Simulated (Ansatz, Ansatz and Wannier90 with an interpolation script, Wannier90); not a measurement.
**Settings in Wannier-interpolated G0W0: SrLaGaO4 (I4mm)**

Aim: vary the Wannier model and the GW settings for SrLaGaO4 (I4mm) and see what the interpolated bands lose.

Program: Wannier90 4.0.3. Level of theory: maximally localised Wannier functions from the overlaps of LDA states (plane waves, PAW). Results are calculated unless marked as measured.

This is a report of a sequence of runs, with most program output left out.

## (1) Starting point

It takes space group I4mm (No. 107, tetragonal). The conventional cell has a = 3.900 Å, b = 3.900 Å, c = 12.590 Å, α = 90.00°, β = 90.00°, γ = 90.00°. Nearest to Sr lie 9 O at 2.43 to 2.78 Å. La has 9 O at 2.36 to 2.77 Å nearest. Nearest to Ga lie 6 O at 1.95 to 2.13 Å. O has 2 Ga at 1.95 Å and 2 La at 2.60 Å and 2 Sr at 2.69 Å nearest. O has 1 Ga at 2.13 Å and 1 Sr at 2.43 Å and 4 La at 2.77 Å nearest. Nearest to O lie 1 Ga at 2.09 Å and 1 La at 2.36 Å and 4 Sr at 2.78 Å. Farther neighbours and most contacts between anions are not listed.

The cell and positions are those that the Materials Project relaxed with its own functionals (PBE, PBE+U or r2SCAN), kept fixed. Spin-orbit coupling is left out unless a step names it.

## (2) Wannier model on 6×6×6, by Wannier90

Localised functions give a small Hamiltonian that interpolates between mesh points at no cost.

w.win

```
num_iter = 1200
conv_tol = 1.0e-8
conv_window = 5
dis_num_iter = 4000
dis_conv_tol = 1.0e-8
dis_mix_ratio = 0.7
write_hr = true
use_ws_distance = false
num_print_cycles = 50
! ansatz wannier90 interface
! projections by site (counted from 0) and shell: 1 5D, 1 4F, 3 2P, 4 2P, 5 2P, 6 2P
! states of the run's bands (counted from 1): 1-48
num_bands = 48
num_wann  = 24
dis_win_min = 1.83
dis_win_max = 18.54
dis_froz_min = 1.83
dis_froz_max = 12.89
guiding_centres = true
ws_search_size = 2 2 3

begin unit_cell_cart
Ang
                -1.949933                 1.949933                 6.295103
                 1.949933                -1.949933                 6.295103
                 1.949933                 1.949933                -6.295103
end unit_cell_cart

begin atoms_frac
Sr                  0.641764                 0.641764                      0.0
La                   0.35792                  0.35792                      0.0
Ga                   0.00459                  0.00459                      0.0
O                   0.994913                 0.494913                      0.5
O                   0.494913                 0.994913                      0.5
O                   0.835076                 0.835076                      0.0
O                   0.170824                 0.170824                      0.0
end atoms_frac

mp_grid = 6 6 6

[... the mesh's points ...]
```

Started as:

```console
> OMP_NUM_THREADS=1 mpirun -n 4 wannier90.x w > wannier90.x.log
```

The job ended after 53 s (4 MPI ranks of Arm Neoverse V1, shared host).

This step gave:

- gauge-invariant spread: 32.87 Å²
- diagonal spread: 0.02865 Å²
- off-diagonal spread: 2.458 Å²
- total spread: 35.36 Å²
- disentanglement steps: 106
- r.m.s. interpolation error: 8.42e-4 eV
- r.m.s. error near the gap: 9.53e-4 eV

Near the gap the model misses directly solved bands by 1.0 meV r.m.s. and by 17 meV at most in the window tested. This tests the starting bands, not the corrections carried with them.

## (3) Wannier model on 6×6×6, by the program's own minimiser

This step: maximally localised Wannier functions, LDA, plane waves, PAW.

input.yaml

```yaml
crystal:
  lattice:
    - [-1.949933, 1.949933, 6.295103]
    - [1.949933, -1.949933, 6.295103]
    - [1.949933, 1.949933, -6.295103]
  atoms:
    - { symbol: Sr, position: [0.641764, 0.641764, 0.0] }
    - { symbol: La, position: [0.35792, 0.35792, 0.0] }
    - { symbol: Ga, position: [0.00459, 0.00459, 0.0] }
    - { symbol: O, position: [0.994913, 0.494913, 0.5] }
    - { symbol: O, position: [0.494913, 0.994913, 0.5] }
    - { symbol: O, position: [0.835076, 0.835076, 0.0] }
    - { symbol: O, position: [0.170824, 0.170824, 0.0] }
kpoints:
  mp_grid: { grid: [6, 6, 6] }
hamiltonian:
  xc: lda
scf:
  occupations: { method: fixed }
  n_extra_bands: 50
output:
  wannier:
    kmesh: [6, 6, 6]
    projections:
      - { species: La, l: d, shell: 5 }
      - { species: La, l: f, shell: 4 }
      - { species: O, l: p, shell: 2 }
    minimise: true
    write_hr: true
    seedname: w
    conv_tol: 1.0e-06
    max_iter: 20000
    stability_check: false
    disentanglement:
      window: [1.83, 18.54]
      frozen_window: [1.83, 12.89]
      conv_tol: 1.0e-08
```

Started as:

```console
> ansatz run input.yaml --threads 4 --pin off --max-ram 18432MiB --backend cpu --events-out ev --progress --plain --runs-dir out
```

It took 28 s on 4 threads; peak memory 0.94 GiB.

This step gave:

- gauge-invariant spread: 32.87 Å²
- diagonal spread: 0.02870 Å²
- off-diagonal spread: 2.458 Å²
- total spread: 35.36 Å²
- least projectability: 0.5012
- localisation steps: 441
- disentanglement steps: 162
- r.m.s. interpolation error: 8.42e-4 eV
- r.m.s. error near the gap: 9.52e-4 eV

Near the gap the model misses directly solved bands by 1.0 meV r.m.s. and by 17 meV at most in the window tested. This tests the starting bands, not the corrections carried with them.

Frozen up to 3.73 eV; above it the model need not follow the bands. The electronic bands at the labelled points (eV, zero at the valence-band top; v1 is the highest filled band, c1 the lowest empty one):

| point | v4 | v3 | v2 | v1 | c1 | c2 | c3 | c4 |
| --- | --- | --- | --- | --- | --- | --- | --- | --- |
| Γ | -0.71 | -0.25 | -0.25 | -0.18 | 3.70 | 4.67 | 4.69 | 4.91 |
| halfway | -0.83 | -0.81 | -0.17 | -0.08 | 4.29 | 4.62 | 4.69 | 4.74 |
| X | -0.28 | -0.15 | -0.13 | -0.12 | 4.50 | 4.54 | 4.66 | 4.76 |
| halfway | -0.34 | -0.18 | -0.15 | -0.13 | 4.52 | 4.54 | 4.70 | 4.76 |
| P | -0.32 | -0.32 | -0.15 | -0.13 | 4.54 | 4.54 | 4.75 | 4.75 |
| halfway | -0.70 | -0.51 | -0.36 | -0.31 | 4.51 | 4.60 | 4.68 | 4.70 |
| N | -0.93 | -0.61 | -0.33 | -0.25 | 4.47 | 4.66 | 4.69 | 4.76 |
| halfway | -0.95 | -0.74 | -0.62 | -0.03 | 4.07 | 4.67 | 4.69 | 4.80 |
| Γ | -0.71 | -0.25 | -0.25 | -0.18 | 3.70 | 4.67 | 4.69 | 4.91 |
| halfway | -0.60 | -0.56 | -0.26 | -0.26 | 3.45 | 4.65 | 4.69 | 4.90 |
| M | -0.56 | -0.56 | -0.24 | -0.24 | 3.23 | 4.62 | 4.69 | 4.89 |
| halfway | -0.89 | -0.50 | -0.39 | -0.21 | 3.87 | 4.65 | 4.69 | 4.78 |
| S | -0.86 | -0.70 | -0.39 | -0.10 | 4.45 | 4.66 | 4.70 | 4.75 |
| jump to S0 | -0.86 | -0.70 | -0.39 | -0.10 | 4.45 | 4.66 | 4.70 | 4.75 |
| halfway | -1.02 | -0.78 | -0.68 | 0.00 | 4.14 | 4.67 | 4.68 | 4.80 |
| Γ | -0.71 | -0.25 | -0.25 | -0.18 | 3.70 | 4.67 | 4.69 | 4.91 |
| jump to X | -0.28 | -0.15 | -0.13 | -0.12 | 4.50 | 4.54 | 4.66 | 4.76 |
| halfway | -0.28 | -0.18 | -0.14 | -0.11 | 4.50 | 4.55 | 4.66 | 4.76 |
| R | -0.28 | -0.27 | -0.15 | -0.10 | 4.50 | 4.55 | 4.67 | 4.75 |
| jump to G | -0.28 | -0.27 | -0.15 | -0.10 | 4.50 | 4.55 | 4.67 | 4.75 |
| halfway | -0.66 | -0.35 | -0.32 | -0.17 | 4.23 | 4.66 | 4.70 | 4.73 |
| M | -0.56 | -0.56 | -0.24 | -0.24 | 3.23 | 4.62 | 4.69 | 4.89 |

The same for Kohn-Sham, solved directly:

| point | v4 | v3 | v2 | v1 | c1 | c2 | c3 | c4 |
| --- | --- | --- | --- | --- | --- | --- | --- | --- |
| Γ | -0.71 | -0.25 | -0.25 | -0.18 | 3.70 | 3.77 | 4.58 | 4.69 |
| X | -0.28 | -0.15 | -0.13 | -0.12 | 4.50 | 4.54 | 4.66 | 4.75 |
| P | -0.33 | -0.33 | -0.15 | -0.13 | 4.53 | 4.53 | 4.72 | 4.72 |
| N | -0.93 | -0.61 | -0.33 | -0.25 | 4.45 | 4.60 | 4.69 | 4.75 |
| Γ | -0.71 | -0.25 | -0.25 | -0.18 | 3.70 | 3.77 | 4.58 | 4.69 |
| M | -0.56 | -0.56 | -0.24 | -0.24 | 3.23 | 4.07 | 4.44 | 4.68 |
| S | -0.86 | -0.70 | -0.39 | -0.10 | 4.43 | 4.59 | 4.69 | 4.75 |
| S0 | -0.86 | -0.70 | -0.39 | -0.10 | 4.43 | 4.59 | 4.69 | 4.75 |
| Γ | -0.71 | -0.25 | -0.25 | -0.18 | 3.70 | 3.77 | 4.58 | 4.69 |
| X | -0.28 | -0.15 | -0.13 | -0.12 | 4.50 | 4.54 | 4.66 | 4.75 |
| R | -0.28 | -0.27 | -0.15 | -0.10 | 4.50 | 4.55 | 4.67 | 4.73 |
| G | -0.28 | -0.27 | -0.15 | -0.10 | 4.50 | 4.55 | 4.67 | 4.73 |
| M | -0.56 | -0.56 | -0.24 | -0.24 | 3.23 | 4.07 | 4.44 | 4.68 |

## (4) G0W0: 6×6×6 mesh, 285 empty bands, screening to 120 eV

Now the one-shot GW correction: screening in the RPA, then the self-energy of the levels asked for.

This step: G0W0 on LDA, plane waves, PAW.

input.yaml, the sections that differ from step 3:

```yaml
scf:
  occupations: { method: fixed }
gw:
  n_empty_bands: 285
  ecut_chi: 120.0
  qp_bands: [v12, c2]
  screening: { model: contour_deformation }
# crystal, kpoints, hamiltonian: as in step 3
# output: removed
```

Elapsed: 65 min, on 4 threads; peak memory 1.6 GiB; 4.2 h of CPU time.

The G0W0 gap on the mesh is 5.146 eV.

## (5) G0W0: 3×3×3 mesh, 285 empty bands, screening to 120 eV

Edit input.yaml of step 4 so:

```diff
@@ -14,3 +14,3 @@
 kpoints:
-  mp_grid: { grid: [6, 6, 6] }
+  mp_grid: { grid: [3, 3, 3] }
 hamiltonian:
```

Run time: 93 s. Hardware: 4 threads; peak memory 1.5 GiB; 5.8 min of CPU time.

The G0W0 gap on the mesh is 5.411 eV.

## (6) G0W0: 6×6×6 mesh, 132 empty bands, screening to 72 eV

Edit input.yaml of step 5 so:

```diff
@@ -14,3 +14,3 @@
 kpoints:
-  mp_grid: { grid: [3, 3, 3] }
+  mp_grid: { grid: [6, 6, 6] }
 hamiltonian:
@@ -20,4 +20,4 @@
 gw:
-  n_empty_bands: 285
-  ecut_chi: 120.0
+  n_empty_bands: 132
+  ecut_chi: 72
   qp_bands: [v12, c2]
```

Wall time 17 min (4 threads); peak memory 0.86 GiB.

The G0W0 gap on the mesh is 5.057 eV.

## (7) G0W0: 6×6×6 mesh, 285 empty bands, screening to 120 eV, plasmon pole

Edit input.yaml of step 6 so:

```diff
@@ -20,5 +20,5 @@
 gw:
-  n_empty_bands: 132
-  ecut_chi: 72
+  n_empty_bands: 285
+  ecut_chi: 120.0
   qp_bands: [v12, c2]
-  screening: { model: contour_deformation }
+  screening: { model: godby_needs }
```

It took 69 min on 4 threads; peak memory 3.7 GiB; 4.5 h of CPU time.

The G0W0 gap on the mesh is 5.126 eV.

## (8) Interpolated results

Times are wall times on 4 threads of Arm Neoverse V1, shared host, good to a factor of about two.

| GW mesh | empty bands | cutoff (eV) | frequency | gap on mesh (eV) | gap over zone (eV) | direct gap (eV) | valence width (eV) | GW time |
| --- | --- | --- | --- | --- | --- | --- | --- | --- |
| 6×6×6 | 285 | 120 | contour deformation | 5.146 | 5.111 | 5.346 | 7.323 | 65 min |
| 3×3×3 | 285 | 120 | contour deformation | 5.411 | 5.017 | 5.261 | 7.255 | 93 s |
| 6×6×6 | 132 | 72 | contour deformation | 5.057 | 5.021 | 5.258 | 7.422 | 17 min |
| 6×6×6 | 285 | 120 | plasmon pole | 5.126 | 5.087 | 5.330 | 7.604 | 69 min |

## (9) Summary of results

* 6×6×6 mesh, 285 empty bands, screening to 120 eV: 5.11 eV
* 3×3×3 mesh, 285 empty bands, screening to 120 eV: 5.02 eV
* 6×6×6 mesh, 132 empty bands, screening to 72 eV: 5.02 eV
* 6×6×6 mesh, 285 empty bands, screening to 120 eV, plasmon pole: 5.09 eV

**Reading.** The largest change, −0.09 eV in the gap over the zone, comes with 3×3×3 mesh, 285 empty bands, screening to 120 eV. The first run is a reference, not a converged one, and where a row moves several settings no single cause can be named. Rows on another GW mesh add that mesh's corrections to the bands of the one model. The program's own minimiser ends at the same spread as the first model, 35.4 Å², from the same trial orbitals; this need not be the lowest minimum. With 3×3×3 mesh, 285 empty bands, screening to 120 eV the gap over the zone moves by −0.09 eV and that on the mesh by +0.26 eV. With 6×6×6 mesh, 132 empty bands, screening to 72 eV the gap over the zone moves by −0.09 eV and that on the mesh by −0.09 eV. With 6×6×6 mesh, 285 empty bands, screening to 120 eV, plasmon pole the gap over the zone moves by −0.02 eV and that on the mesh by −0.02 eV. Gaps over the zone and on the mesh differ where an edge lies off the mesh, or where a GW run starts from another density: the starting gap over the zone is 3.230 eV, on the GW meshes it is 3.255 eV and 3.408 eV. Empty 4f levels lie among the conduction bands. Their place in the start is unsure; it enters the screening, and the edge itself where they lie low. The many-body steps are scalar-relativistic: spin-orbit coupling is not in them.

[Paths, hosts, dates, memory and timing lines, banners, echoed tables and standing remarks are left out of the program output.]

[Logs are printed without paths, hosts, clocks, repeated set-up lines and the standing remarks that a program may print on its own settings, such as how far it seeks lower states.]

[Runs of the session that timed out or met a known fault of the program may be left out.]

[Hosts, paths, dates, database ids (printed as entryN), source tags and the programs' standing remarks are cut or masked in the printed files.]
